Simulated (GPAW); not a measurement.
# Dielectric function and optical constants of MgO (Periclase)

Wanted: where MgO (Periclase) starts to absorb, how strongly, and its refractive index. The cell comes from an older database entry, whose edges can differ from later determinations, mostly by under a per cent.

Main program and level: GPAW 26.7.0; DFT, LDA, plane-wave PAW (GPAW data sets), scalar-relativistic, RPA, optical limit.

This is a report of a sequence of runs, with most program output left out.

The database entry behind the starting cell differs from later determinations by our own check (about 0.1 % long), so it need not match the best structure at ambient conditions.

## 1. The structure

Symmetry: Fm-3m, No. 225, cubic system. Conventional cell: a = 4.217 Å, b = 4.217 Å, c = 4.217 Å, α = 90.00°, β = 90.00°, γ = 90.00°. Nearest to Mg lie 6 O at 2.11 Å. Nearest to O lie 6 Mg at 2.11 Å. Farther neighbours and most contacts between anions are not listed.

Structure file:

```cif
data_structure
_symmetry_space_group_name_H-M 'P 1'
_symmetry_Int_Tables_number 1
_cell_length_a 2.9819
_cell_length_b 2.9819
_cell_length_c 2.9819
_cell_angle_alpha 60.000
_cell_angle_beta 60.000
_cell_angle_gamma 60.000
_cell_volume 18.75
loop_
_atom_site_label
_atom_site_type_symbol
_atom_site_fract_x
_atom_site_fract_y
_atom_site_fract_z
_atom_site_occupancy
Mg1 Mg 0.00000 0.00000 0.00000 1
O2 O 0.50000 0.50000 0.50000 1
```

## 2. Ground state

First the ground state: is it a metal or has it a gap?

This step: DFT, LDA, plane-wave PAW (GPAW data sets), scalar-relativistic, ground state (GPAW 26.7.0).

Contents of gs.py:

```python
from ase import Atoms
from ase.dft.bandgap import bandgap
from gpaw import GPAW, PW, FermiDirac

atoms = Atoms(['Mg', 'O'],
              cell=[[0.000000000000, 2.108500000000, 2.108500000000],
                    [2.108500000000, 0.000000000000, 2.108500000000],
                    [2.108500000000, 2.108500000000, 0.000000000000]],
              scaled_positions=[[0.000000000000, 0.000000000000, 0.000000000000],
                                [0.500000000000, 0.500000000000, 0.500000000000]],
              pbc=[True, True, True])
atoms.calc = GPAW(mode=PW(500), xc='LDA', kpts={'size': (9, 9, 9), 'gamma': True},
                  occupations=FermiDirac(0.05), maxiter=150, txt='gs.txt')
print('energy (eV)', atoms.get_potential_energy())
print('Fermi level (eV)', atoms.calc.get_fermi_level())
print('valence electrons', atoms.calc.get_number_of_electrons())
print('gap (eV)', bandgap(atoms.calc, output=None)[0])
print('direct gap (eV)', bandgap(atoms.calc, direct=True, output=None)[0])
atoms.calc.write('gs.gpw')
```

Command:

```
> OMP_NUM_THREADS=1 python gs.py
```

Run time: 4.6 s. Hardware: 1 thread of Arm Neoverse V1, shared host; peak memory 0.13 GiB.

Read-outs, printed or worked out from the files:

| Item | Value |
| --- | --- |
| energy | -13.14 eV |
| Fermi energy | 5.423 eV |
| gap on the k-mesh | 4.653 eV |
| direct gap on the mesh | 4.653 eV |
| electrons | 16 |

There is a gap, 4.65 eV on this mesh (points off the mesh can give less), so no carriers' term is needed.

## 3. Bands for the response

The response needs many more empty bands than the density does.

This step: DFT, LDA, plane-wave PAW (GPAW data sets), scalar-relativistic, bands at fixed density (GPAW 26.7.0).

Contents of nscf.py:

```python
from ase.dft.bandgap import bandgap
from gpaw import GPAW, FermiDirac

calc = GPAW('gs.gpw').fixed_density(kpts={'size': (16, 16, 16), 'gamma': True}, nbands=27, convergence={'bands': 21},
                                    occupations=FermiDirac(0.001), txt='nscf.txt')
print('gap (eV)', bandgap(calc, output=None)[0])
print('direct gap (eV)', bandgap(calc, direct=True, output=None)[0])
print('top band over the Fermi level (eV)', min(calc.get_eigenvalues(kpt=k)[20] for k in range(len(calc.get_ibz_k_points()))) - calc.get_fermi_level())
calc.write('full.gpw', mode='all')
```

Command:

```
> OMP_NUM_THREADS=1 python nscf.py
```

Wall time 23 s (1 thread); peak memory 0.17 GiB.

Read-outs, printed or worked out from the files:

| Quantity | Value |
| --- | --- |
| gap on the k-mesh | 4.644 eV |

## 4. Dielectric function, RPA

Local fields let the induced charge screen the field inside the cell, which as a rule lowers ε, most along directions where the density is uneven.

This step: DFT, LDA, plane-wave PAW (GPAW data sets), scalar-relativistic, RPA, optical limit (GPAW 26.7.0).

Contents of df.py:

```python
from gpaw.response.df import DielectricFunction

df = DielectricFunction('full.gpw', frequencies={'type': 'nonlinear', 'domega0': 0.03, 'omega2': 8},
                        ecut=50,
                        eta=0.1,
                        nbands=21,
                        txt='df.txt')
for direction in ['x']:
    df.get_dielectric_function(xc='RPA', direction=direction, filename=f'df_{direction}.csv')
```

Command:

```
> OMP_NUM_THREADS=1 python df.py
```

Elapsed: 5.9 s, on 1 thread; peak memory 0.2 GiB.

Numbers from this step:

```
electronic dielectric constant ε∞, mean over x, y and z (by symmetry where fewer were run) : 3.115
main peak of Im epsilon, first axis                                                        : 11.05 eV
centre of weight of the strongest loss peak in the window                                  : 23.36 eV
```

Some rows of df_x.csv (energy; Re and Im without local fields; Re and Im with them):

```text
0.000000, 3.252507, 0.000000, 3.114720, 0.000000
0.651243, 3.262122, 0.002975, 3.124016, 0.002878
1.347938, 3.294680, 0.006460, 3.155538, 0.006261
2.095014, 3.359249, 0.011051, 3.218255, 0.010758
2.898142, 3.474414, 0.018247, 3.330812, 0.017907
3.763875, 3.689496, 0.034148, 3.543509, 0.034041
4.699832, 4.235405, 0.246858, 4.095714, 0.255449
5.714917, 3.740241, 0.890704, 3.546964, 0.935514
6.819608, 4.384829, 1.222585, 4.156130, 1.278369
8.026317, 4.964582, 2.045729, 4.620370, 2.109761
9.349861, 3.381295, 3.151440, 2.829444, 3.101248
10.808071, 3.079374, 4.960471, 2.567746, 4.040498
12.422601, 0.887168, 2.847037, 0.877306, 2.224996
14.220012, 1.174842, 2.579101, 1.250379, 1.951891
16.233242, 0.104118, 2.638202, 0.685333, 2.219211
18.503643, -0.915301, 1.142315, -0.707222, 1.532960
21.083856, -0.164068, 0.724844, -0.011233, 1.003430
24.041937, 0.232201, 0.317687, 0.249764, 0.391250
27.467452, 0.597614, 0.212091, 0.600397, 0.217589
```

The Im ε, E ∥ x has structure finer than the step of the table below, so its rows give means over 1 eV, whole bins alone (the curve runs from 0 to 29.9 eV). Peaks (eV: height): 5.6: 1.35, 8.4: 3.55, 11.0: 4.75, 15.2: 2.91, 17.8: 2.65.

Values under the direct gap are tails of Lorentzian lines. The Im ε, E ∥ x by photon energy; means over each step:

```
photon energy (eV)  Im ε, E ∥ x
                 1      0.00455
                 2       0.0102
                 3       0.0196
                 4       0.0508
                 5        0.539
                 6         1.09
                 7         1.36
                 8         2.34
                 9         3.21
                10         2.98
                11         4.09
                12         2.59
                13         2.01
                14         1.95
                15         2.58
                16         2.36
                17         2.14
                18         2.29
                19         1.15
                20        0.769
                21        0.933
                22        0.614
                23        0.472
                24        0.378
                25        0.292
                26        0.247
                27        0.210
                28        0.230
                29        0.186
```

Re ε, E ∥ x against photon energy:

photon energy (eV), Re ε, E ∥ x and a bar from the least value:
```
        0       3.11 ######################
        1       3.14 ######################
        2       3.21 ######################
        3       3.35 #######################
        4       3.63 #########################
        5       4.04 ###########################
        6       4.34 #############################
        7       4.18 ############################
        8       4.57 ##############################
        9       2.95 #####################
       10       2.68 ###################
       11       1.79 ##############
       12       0.43 ######
       13       0.87 ########
       14       1.30 ###########
       15       1.33 ###########
       16       0.52 ######
       17       0.32 #####
       18      -0.35 #
       19      -0.57 
       20       0.06 ####
       21       0.01 ###
       22       0.01 ###
       23       0.11 ####
       24       0.25 #####
       25       0.36 #####
       26       0.44 ######
       27       0.55 ######
       28       0.58 #######
       29       0.72 #######
```

The Im ε, E ∥ x has structure finer than the step of the table below, so its rows give means over 1 eV, whole bins alone (the curve runs from 0 to 29.9 eV). Peaks (eV: height): without local fields 5.6: 1.29, 8.4: 3.52, 11.0: 5.68, 15.1: 3.77; with local fields 5.6: 1.35, 8.4: 3.55, 11.0: 4.75, 15.2: 2.91, 17.8: 2.65.

Values under the direct gap are tails of Lorentzian lines. Im ε, E ∥ x against photon energy; means over each step:

```
photon energy (eV)  without local fields  with local fields
                 1               0.00470            0.00455
                 2                0.0105             0.0102
                 3                0.0199             0.0196
                 4                0.0503             0.0508
                 5                 0.517              0.539
                 6                  1.04               1.09
                 7                  1.30               1.36
                 8                  2.29               2.34
                 9                  3.23               3.21
                10                  3.25               2.98
                11                  4.89               4.09
                12                  3.19               2.59
                13                  2.52               2.01
                14                  2.62               1.95
                15                  3.40               2.58
                16                  2.70               2.36
                17                  2.34               2.14
                18                  1.92               2.29
                19                 0.877               1.15
                20                 0.700              0.769
                21                 0.723              0.933
                22                 0.481              0.614
                23                 0.371              0.472
                24                 0.307              0.378
                25                 0.251              0.292
                26                 0.216              0.247
                27                 0.195              0.210
                28                 0.232              0.230
                29                 0.246              0.186
```

The loss function −Im 1/ε at q → 0, E ∥ x has structure finer than the step of the table below, so its rows give means over 1 eV, whole bins alone (the curve runs from 0 to 29.9 eV). Peaks (eV: height): 19.9: 1.59, 23.3: 2.25, 24.3: 2.10.

Values under the direct gap are tails of Lorentzian lines. Loss function −Im 1/ε at q → 0, E ∥ x against energy loss; means over each step:

energy loss (eV), loss function −Im 1/ε at q → 0, E ∥ x and a bar:
```
        1       0.00 
        2       0.00 
        3       0.00 
        4       0.00 
        5       0.03 
        6       0.06 #
        7       0.07 #
        8       0.09 #
        9       0.16 ##
       10       0.17 ###
       11       0.21 ###
       12       0.36 #####
       13       0.42 ######
       14       0.35 #####
       15       0.31 #####
       16       0.40 ######
       17       0.45 #######
       18       0.41 ######
       19       0.74 ###########
       20       1.25 ###################
       21       1.06 ################
       22       1.62 ########################
       23       2.00 ##############################
       24       1.89 ############################
       25       1.40 #####################
       26       0.99 ###############
       27       0.63 #########
       28       0.56 ########
       29       0.35 #####
```

Table of refractive index n and extinction k by photon energy:

```
photon energy (eV)      n        k
                 0   1.76        0
                 1   1.77  0.00127
                 2   1.79  0.00282
                 3   1.83  0.00523
                 4   1.91   0.0114
                 5   2.02    0.169
                 6   2.10    0.213
                 7   2.07    0.344
                 8   2.19    0.471
                 9   1.91    0.828
                10   1.79    0.714
                11   1.85     1.27
                12   1.26     1.08
                13   1.27    0.856
                14   1.37    0.752
                15   1.47    0.905
                16   1.21    0.978
                17   1.10    0.947
                18   1.04     1.20
                19  0.581    0.950
                20  0.601    0.552
                21  0.716    0.708
                22  0.559    0.547
                23  0.554    0.443
                24  0.598    0.331
                25  0.647    0.242
                26  0.684    0.162
                27  0.751    0.139
                28  0.781    0.167
                29  0.852    0.105
```

Optical constants at common wavelengths, from n + ik = √ε:

```
wavelength (nm)     n      k  R (%)     1/α
           1550  1.77  0.001    7.7  122 µm
            800  1.78  0.002    7.9   31 µm
            633  1.79  0.003    8.0   18 µm
            532  1.80  0.003    8.2   12 µm
            308  1.91  0.012    9.8  2.1 µm
            248  2.02  0.169   11.7  117 nm
            193  1.99  0.360   12.2   43 nm
```

Below the direct gap, k and the depth come from the tails of the Lorentzian lines, not from transitions.

Rows near the edge hang on the gap, which this functional as a rule makes too small, and phonon-assisted absorption is left out.

## 5. Results

```yaml
electronic_dielectric_constant_eps_infinity_mean_over_x_y_and_z_by_symmetry_where_fewer_were_run_rpa: 3.11
main_peak_of_im_epsilon_first_axis: 11.1 eV
centre_of_weight_of_the_strongest_loss_peak_in_the_window_first_axis: 23.4 eV
```

**Reading.** At this level (LDA, RPA) MgO has ε∞ = 3.11 and n = 1.77 at 1550 nm, and Im ε peaks at 11.1 eV. On the mesh the gap is 4.64 eV and the least direct gap 4.65 eV. Local fields change the static value along x from 3.25 to 3.11 (-4 %). Distinct maxima of Im ε, read by a parabola through the highest points, lie at 8.41 eV (3.6), 9.66 eV (3.2), 10.49 eV (4.3) and 11.05 eV (4.8). Excitons and phonon-assisted transitions are missing; LDA gaps are as a rule too small, which pulls the onset down and ε∞ up. The sum runs over mesh points, so small or evenly spaced maxima can still be ripples of the mesh. In this version of GPAW the matrix elements of the optical limit are incomplete, which can lower ε − 1 by up to a tenth where first-row anions or d states rule, and shift it by more in d metals.

[Machine, clock and banner lines and Python warnings are left out of the logs.]

[Logs are printed without paths, hosts, clocks, repeated set-up lines and the standing remarks that a program may print on its own settings, such as how far it seeks lower states.]

[Hosts, paths, dates, database ids (printed as entryN), source tags and the programs' standing remarks are cut or masked in the printed files.]
